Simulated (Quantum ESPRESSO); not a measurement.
# AlN (F-43m): the LO frequency by hand

Aim: work out the LO frequency and the static dielectric constant of AlN (F-43m) from one linear-response run, then check them.

Method: DFT LDA, scalar-relativistic, plane waves, PseudoDojo norm-conserving pseudopotentials, in Quantum ESPRESSO 7.5.

## 1. The relaxed structure

The structure is cubic, space group F-43m (No. 216). The conventional cell has a = 4.333 Å, b = 4.333 Å, c = 4.333 Å, α = 90.00°, β = 90.00°, γ = 90.00°. Al has 4 N at 1.88 Å nearest. Nearest to N lie 4 Al at 1.88 Å. Farther neighbours and most contacts between anions are not listed.

As a file:

```
Al N
1.0
    -2.16650    0.00000    2.16650
     0.00000    2.16650    2.16650
    -2.16650    2.16650    0.00000
Al N
1 1
Direct
  0.00000 0.00000 0.00000
  0.75000 0.75000 0.75000
```

This is the cell after its relaxation at this level of theory, not the database cell from which that began.

## 2. What the response run gave

A linear-response run on the relaxed cell, with the response to an electric field; only its zone-centre results are used. Cutoff 92 Ry, k mesh 8×8×8.

The log of the run:

```text
[banners, grids, parts of the stress and lines that vanish by symmetry left out]
Program PHONON v.7.5
     Reading xml data from directory:

[...]
Exchange-correlation= PW
                           (   1   4   0   0   0   0   0)
[...]
kinetic-energy cut-off    =      92.0000  Ry
     charge density cut-off    =     368.0000  Ry
     convergence threshold     =      1.0E-18
[...]
Exchange-correlation= PW
                           (   1   4   0   0   0   0   0)
[...]
q = (   0.0000000   0.0000000   0.0000000 )
     25 Sym.Ops. (with q -> -q+G )
     G cutoff =  312.4873  (  16361 G-vectors)     FFT grid: ( 36, 36, 36)
     number of k points=    29
[...]
Mode symmetry, T_d (-43m)  point group:
[...]
Dielectric constant
[...]
End of electric fields calculation
          Dielectric constant in cartesian axis
          (       4.500016618      -0.000000000      -0.000000000 )
          (      -0.000000000       4.500016618       0.000000000 )
          (       0.000000000       0.000000000       4.500016618 )
          Effective charges (d Force / dE) in cartesian axis without acoustic sum rule applied (asr)
           atom    1  Al    Mean Z*:        2.52837
      Ex  (        2.52837        0.00000        0.00000 )
      Ey  (        0.00000        2.52837       -0.00000 )
      Ez  (        0.00000       -0.00000        2.52837 )
           atom    2  N     Mean Z*:       -2.53148
      Ex  (       -2.53148       -0.00000        0.00000 )
      Ey  (       -0.00000       -2.53148        0.00000 )
      Ez  (       -0.00000       -0.00000       -2.53148 )
          Effective charges Sum: Mean:       -0.00311
[...]
Effective charges (d Force / dE) in cartesian axis with asr applied:
           atom    1  Al    Mean Z*:        2.52993
[...]
atom    2  N     Mean Z*:       -2.52993
[...]
Representation #   1 modes #   1   2   3
[...]
End of self-consistent calculation
     Convergence has been achieved
     Representation #   2 modes #   4   5   6
[...]
End of self-consistent calculation
     Convergence has been achieved
[...]
Dielectric constant in cartesian axis
          (       4.500016618      -0.000000000      -0.000000000 )
          (      -0.000000000       4.500016618       0.000000000 )
          (       0.000000000       0.000000000       4.500016618 )
          Effective charges (d Force / dE) in cartesian axis without acoustic sum rule applied (asr)
           atom    1  Al    Mean Z*:        2.52837
      Ex  (        2.52837        0.00000        0.00000 )
      Ey  (        0.00000        2.52837       -0.00000 )
      Ez  (        0.00000       -0.00000        2.52837 )
           atom    2  N     Mean Z*:       -2.53148
      Ex  (       -2.53148       -0.00000        0.00000 )
      Ey  (       -0.00000       -2.53148        0.00000 )
      Ez  (       -0.00000       -0.00000       -2.53148 )
          Effective charges Sum: Mean:       -0.00311
[...]
Effective charges (d Force / dE) in cartesian axis with asr applied:
           atom    1  Al    Mean Z*:        2.52993
[...]
atom    2  N     Mean Z*:       -2.52993
[...]
q = (    0.000000000   0.000000000   0.000000000 )
[...]
freq (    1) =       0.028355 [THz] =       0.945831 [cm-1]
     freq (    2) =       0.028355 [THz] =       0.945831 [cm-1]
     freq (    3) =       0.028355 [THz] =       0.945831 [cm-1]
     freq (    4) =      20.070952 [THz] =     669.494907 [cm-1]
     freq (    5) =      20.070952 [THz] =     669.494907 [cm-1]
     freq (    6) =      20.070952 [THz] =     669.494907 [cm-1]
[...]
Mode symmetry, T_d (-43m)  point group:
     freq (   1-   3) =          0.9  [cm-1]   --> T_2  G_15 P_4   I+R
     freq (   4-   6) =        669.5  [cm-1]   --> T_2  G_15 P_4   I+R

   JOB DONE.
```

```
                       quantity   value
             cell volume Ω (Å³)  20.338
                 mass of Al (u)  26.982
                  mass of N (u)  14.007
     Born charge of Al, raw (e)   2.528
      Born charge of N, raw (e)  -2.531
                             ε∞   4.500
ω(TO) after the sum rule (cm⁻¹)   669.5
```

## 3. The calculation

The charges must sum to zero over the cell; taking off their mean, -0.002 e, leaves Z* = 2.530 e on Al. In the polar mode Al moves against N, so the reduced mass is μ = 26.98 × 14.01 / 40.99 = 9.220 u.

A longitudinal wave builds up a field that adds to the restoring force: ω(LO)² = ω(TO)² + 4π Z*² / (μ Ω ε∞), in Hartree atomic units. With μ = 16808 electron masses and Ω = 137.25 bohr³ the second term is 7.7484e-06 Ha², or 373232 cm⁻² (1 Ha = 219474.6 cm⁻¹).

So ω(LO) = √(448217 + 373232) = 906.3 cm⁻¹, and by the Lyddane-Sachs-Teller relation ε₀ = ε∞ (ω(LO)/ω(TO))² = 8.25.

## 4. Check against the program

The analysis program adds the same non-analytic term to the full matrix, here for q along (1 0 0).

The log of the run:

```text
[banner, memory and clock lines left out]
Program DYNMAT v.7.5

     Reading Dynamical Matrix from file g.dyn
     ...Force constants read
     ...epsilon and Z* read

     Polarizability (A^3 units)
     multiply by 0.461537 for Clausius-Mossotti correction
         5.664546   -0.000000    0.000000
        -0.000000    5.664546    0.000000
        -0.000000    0.000000    5.664546

     IR activities are in (D/A)^2/amu units

# mode   [cm-1]    [THz]      IR
    1     -0.00   -0.0000    0.0000
    2      0.00    0.0000    0.0000
    3      0.00    0.0000    0.0000
    4    669.49   20.0709   16.0153
    5    669.49   20.0709   16.0153
    6    906.34   27.1713   16.0153
```

ε₀ comes from the program's run without a direction of q.

```
    quantity  by hand  program
ω(LO) (cm⁻¹)    906.3    906.3
          ε₀     8.25     8.25
```

## 5. Summary of results

```json
{"TO mode": "669.5 cm⁻¹", "LO mode": "906.3 cm⁻¹", "static dielectric constant": "8.247"}
```

The LO mode of AlN (F-43m) lies at 906 cm⁻¹, 237 cm⁻¹ above the TO mode; the formula meets the program within 0.1 cm⁻¹, as it must for a cubic crystal with one polar mode. ω(LO)² − ω(TO)² goes with Z*²/ε∞: an error of 5 % in ε∞ would move the LO mode by 9.9 cm⁻¹, and semilocal functionals tend to overestimate ε∞. These are harmonic values at zero temperature, at the volume of this functional, for the structure held cubic; stability elsewhere in the zone is no part of this calculation.

[Host names and launcher messages were left out of these logs when they were recorded.]

[Logs are printed without paths, hosts, clocks, repeated set-up lines and the standing remarks that a program may print on its own settings, such as how far it seeks lower states.]

[Hosts, paths, dates, database ids (printed as entryN), source tags and the programs' standing remarks are cut or masked in the printed files.]
